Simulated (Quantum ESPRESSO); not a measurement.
# SiC(11-20), H on both faces: a series in the number of layers, part 10 of 12

What law, if any, do the results for SiC(11-20), H on both faces follow against the number of layers?

Quantum ESPRESSO 7.5; plane-wave DFT, PBE, GBRV ultrasoft pseudopotentials.

So far. Step 14 (Relaxing the ions, 7 layers): The relaxation lowers the energy by 3 meV an atom.

## Step 15: Ground state, 7 layers

The input, m4.f0.in:

```
&control
  prefix = 'm4.f0'
  outdir = './out'
  pseudo_dir = './pseudo'
  calculation = 'scf'
  tprnfor = .true.
  tefield = .true.
  dipfield = .true.
/
&system
  ibrav = 0
  nat = 36
  ntyp = 3
  ecutwfc = 40
  ecutrho = 200
  occupations = 'smearing'
  smearing = 'fd'
  degauss = 0.002
  edir = 3
  emaxpos = 0.97
  eopreg = 0.04
  eamp = 0.0
  nbnd = 64
/
&electrons
  conv_thr = 1e-09
  mixing_beta = 0.4
  electron_maxstep = 120
  mixing_mode = 'plain'
/
ATOMIC_SPECIES
  H   1.0080  h_pbe_v1.4.uspp.F.UPF
  Si  28.0850  si_pbe_v1.uspp.F.UPF
  C   12.0110  c_pbe_v1.2.uspp.F.UPF
CELL_PARAMETERS angstrom
  5.35374536700000 0.00000000000000 0.00000000000000
  0.00000000000000 5.07286068100000 0.00000000000000
  0.00000000000000 0.00000000000000 27.68164731008923
ATOMIC_POSITIONS crystal
  H   0.204505836900 0.912395289600 0.287898193200
  H   0.795494163100 0.412395289600 0.287898193200
  H   0.240332385400 0.443315828000 0.300872829600
  H   0.759667614600 0.943315828000 0.300872829600
  Si  0.334909561600 0.001638251600 0.333110371400
  Si  0.665090438400 0.501638251600 0.333110371400
  C   0.336903180600 0.372350561100 0.333697498900
  C   0.663096819400 0.872350561100 0.333697498900
  Si  0.834321747900 -0.000481032600 0.388428403300
  Si  0.165678252100 0.499518967400 0.388428403300
  C   0.833590466600 0.374310614900 0.388286912800
  C   0.166409533400 0.874310614900 0.388286912800
  Si  0.333391535200 -0.000985518600 0.444179246200
  Si  0.666608464800 0.499014481400 0.444179246200
  C   0.333255065100 0.374931234200 0.444153884100
  C   0.666744934900 0.874931234200 0.444153884100
  Si  0.833139477100 -0.001032989800 0.500000000000
  Si  0.166860522900 0.498967010200 0.500000000000
  C   0.833440291700 0.374865346100 0.500000000000
  C   0.166559708300 0.874865346100 0.500000000000
  Si  0.333391535200 -0.000985518600 0.555820753800
  Si  0.666608464800 0.499014481400 0.555820753800
  C   0.333255065100 0.374931234200 0.555846115900
  C   0.666744934900 0.874931234200 0.555846115900
  Si  0.834321747900 -0.000481032600 0.611571596700
  Si  0.165678252100 0.499518967400 0.611571596700
  C   0.833590466600 0.374310614900 0.611713087200
  C   0.166409533400 0.874310614900 0.611713087200
  Si  0.334909561600 0.001638251600 0.666889628600
  Si  0.665090438400 0.501638251600 0.666889628600
  C   0.336903180600 0.372350561100 0.666302501100
  C   0.663096819400 0.872350561100 0.666302501100
  H   0.240332385400 0.443315828000 0.699127170400
  H   0.759667614600 0.943315828000 0.699127170400
  H   0.204505836900 0.912395289600 0.712101806800
  H   0.795494163100 0.412395289600 0.712101806800
K_POINTS automatic
  4 4 1 0 0 0
```

Launch:

```
$ OMP_NUM_THREADS=1 mpirun -n 4 pw.x -nk 1 -in m4.f0.in > m4.f0.out
```

The program printed:

```text
[banner, memory and clock lines left out]
Program PWSCF v.7.5 starts
[...]
number of electrons       =       120.00
     number of Kohn-Sham states=           64
     kinetic-energy cutoff     =      40.0000  Ry
     charge density cutoff     =     200.0000  Ry
[...]
number of k points=    10  Fermi-Dirac smearing, width (Ry)=  0.0020
[...]
Dense  grid:   242433 G-vectors     FFT dimensions: (  45,  45, 240)
[...]
negative rho (up, down):  2.272E-03 0.000E+00
[...]
Starting wfcs are  120 randomized atomic wfcs
[...]
negative rho (up, down):  1.930E-03 0.000E+00
[...]
estimated scf accuracy    <       6.64327777 Ry
[...]
negative rho (up, down):  2.206E-03 0.000E+00
[...]
estimated scf accuracy    <       0.37592289 Ry
[...]
negative rho (up, down):  2.521E-03 0.000E+00
[...]
estimated scf accuracy    <       0.09772541 Ry
[...]
negative rho (up, down):  2.762E-03 0.000E+00
[...]
estimated scf accuracy    <       0.02584761 Ry
[...]
negative rho (up, down):  2.850E-03 0.000E+00
[...]
estimated scf accuracy    <       0.00430882 Ry
[...]
negative rho (up, down):  2.892E-03 0.000E+00
[...]
estimated scf accuracy    <       0.00028741 Ry
[...]
negative rho (up, down):  2.919E-03 0.000E+00
[...]
estimated scf accuracy    <       0.00009682 Ry
[...]
negative rho (up, down):  2.935E-03 0.000E+00
[...]
estimated scf accuracy    <       0.00001714 Ry
[...]
negative rho (up, down):  2.944E-03 0.000E+00
[...]
estimated scf accuracy    <       0.00000200 Ry
[...]
negative rho (up, down):  2.950E-03 0.000E+00
[...]
estimated scf accuracy    <       0.00000114 Ry
[...]
negative rho (up, down):  2.953E-03 0.000E+00
[...]
estimated scf accuracy    <       0.00000012 Ry
[...]
negative rho (up, down):  2.956E-03 0.000E+00
[...]
estimated scf accuracy    <       0.00000004 Ry
[...]
negative rho (up, down):  2.957E-03 0.000E+00
[...]
Total length         50.2183 bohr
[...]
estimated scf accuracy    <          5.0E-09 Ry
[...]
negative rho (up, down):  2.959E-03 0.000E+00
[...]
Computed dipole along edir(3) :
        Dipole                0.0001 Ry au,          0.0002 Debye
        Dipole field          0.0000 Ry au,
        Potential amp.       -0.0000 Ry
        Total length         50.2183 bohr
[...]
the Fermi energy is     1.8345 ev
!    total energy              =    -304.97382828 Ry
     estimated scf accuracy    <          6.8E-10 Ry
     smearing contrib. (-TS)   =       0.00000000 Ry
     internal energy E=F+TS    =    -304.97382828 Ry
[...]
one-electron contribution =   -5424.02670258 Ry
     hartree contribution      =    2750.35053328 Ry
     xc contribution           =    -118.94189593 Ry
     ewald contribution        =    2487.64423695 Ry
     electric field correction =       0.00000000 Ry
     convergence has been achieved in  14 iterations
     negative rho (up, down):  2.959E-03 0.000E+00
[...]
Total force =     0.002299     Total SCF correction =     0.000067
[...]
```

Run time: 3.2 min. Hardware: 4 MPI ranks of Arm Neoverse V1, shared host; peak memory 1.4 GiB.

Read from the output:

- free energy: -4149.3803 eV
- Fermi energy: 1.835 eV
- dipole along the normal: 4.16e-5 e·Å
- valence top, on the run's zero: 0.7523 eV
- conduction bottom, on the run's zero: 3.566 eV
- gap by band count: 2.814 eV

## Step 16: Self-consistent run, 7 layers: field 0.1 V/Å

m4.f1.in is the input of step 15 with these lines changed:

```diff
@@ -1,3 +1,3 @@
 &control
-  prefix = 'm4.f0'
+  prefix = 'm4.f1'
   outdir = './out'
@@ -21,3 +21,3 @@
   eopreg = 0.04
-  eamp = 0.0
+  eamp = 0.00194469
   nbnd = 64
@@ -29,2 +29,3 @@
   mixing_mode = 'plain'
+  startingpot = 'file'
 /
```

Launch:

```
$ cp -r out/m4.f0.save out/m4.f1.save
$ OMP_NUM_THREADS=1 mpirun -n 4 pw.x -nk 1 -in m4.f1.in > m4.f1.out
```

The program printed:

```text
[banner, memory and clock lines left out]
Program PWSCF v.7.5 starts
[...]
number of electrons       =       120.00
     number of Kohn-Sham states=           64
     kinetic-energy cutoff     =      40.0000  Ry
     charge density cutoff     =     200.0000  Ry
[...]
number of k points=    10  Fermi-Dirac smearing, width (Ry)=  0.0020
[...]
Dense  grid:   242433 G-vectors     FFT dimensions: (  45,  45, 240)
[...]
The initial density is read from file :
[...]
negative rho (up, down):  2.959E-03 0.000E+00
[...]
Starting wfcs are  120 randomized atomic wfcs
[...]
negative rho (up, down):  2.960E-03 0.000E+00
[...]
estimated scf accuracy    <       0.01855558 Ry
[...]
negative rho (up, down):  2.960E-03 0.000E+00
[...]
estimated scf accuracy    <       0.04292925 Ry
[...]
negative rho (up, down):  2.960E-03 0.000E+00
[...]
estimated scf accuracy    <       0.00019488 Ry
[...]
negative rho (up, down):  2.959E-03 0.000E+00
[...]
estimated scf accuracy    <       0.00001333 Ry
[...]
negative rho (up, down):  2.959E-03 0.000E+00
[...]
estimated scf accuracy    <       0.00000262 Ry
[...]
negative rho (up, down):  2.958E-03 0.000E+00
[...]
estimated scf accuracy    <       0.00000031 Ry
[...]
negative rho (up, down):  2.958E-03 0.000E+00
[...]
estimated scf accuracy    <       0.00000003 Ry
[...]
negative rho (up, down):  2.958E-03 0.000E+00
[...]
estimated scf accuracy    <       0.00000002 Ry
[...]
negative rho (up, down):  2.958E-03 0.000E+00
[...]
Computed dipole along edir(3) :
        Dipole                0.3029 Ry au,          0.7698 Debye
        Dipole field          0.0008 Ry au,
        E field amplitude [Ha a.u.]:  1.9447E-03
        Potential amp.        0.1200 Ry
        Total length         50.2183 bohr
[...]
the Fermi energy is     1.8398 ev
!    total energy              =    -304.97441695 Ry
     estimated scf accuracy    <          9.2E-10 Ry
     smearing contrib. (-TS)   =       0.00000000 Ry
     internal energy E=F+TS    =    -304.97441695 Ry
[...]
one-electron contribution =   -5424.02323412 Ry
     hartree contribution      =    2750.34733635 Ry
     xc contribution           =    -118.94180539 Ry
     ewald contribution        =    2487.64423695 Ry
     electric field correction =      -0.00095073 Ry
     convergence has been achieved in   9 iterations
     negative rho (up, down):  2.958E-03 0.000E+00
[...]
Total force =     0.008461     Total SCF correction =     0.000077
[...]
```

It took 2.5 min on 4 MPI ranks; peak memory 1.4 GiB; 10 min of CPU time.

Read from the output:

* free energy: -4149.3883 eV
* Fermi energy: 1.840 eV
* dipole along the normal: 0.1603 e·Å
* valence top, on the run's zero: 0.7712 eV
* conduction bottom, on the run's zero: 3.579 eV
* gap by band count: 2.807 eV

(Continued in part 11 of 12.)

[Logs are printed without paths, hosts, clocks, repeated set-up lines and the standing remarks that a program may print on its own settings, such as how far it seeks lower states.]

[Hosts, paths, dates, database ids (printed as entryN), source tags and the programs' standing remarks are cut or masked in the printed files.]

[Maps of the electrostatic potential energy from Ansatz leave out the sawtooth potential of an applied field or a dipole correction, so their vacuum need not be flat; planar profiles and work functions include it.]
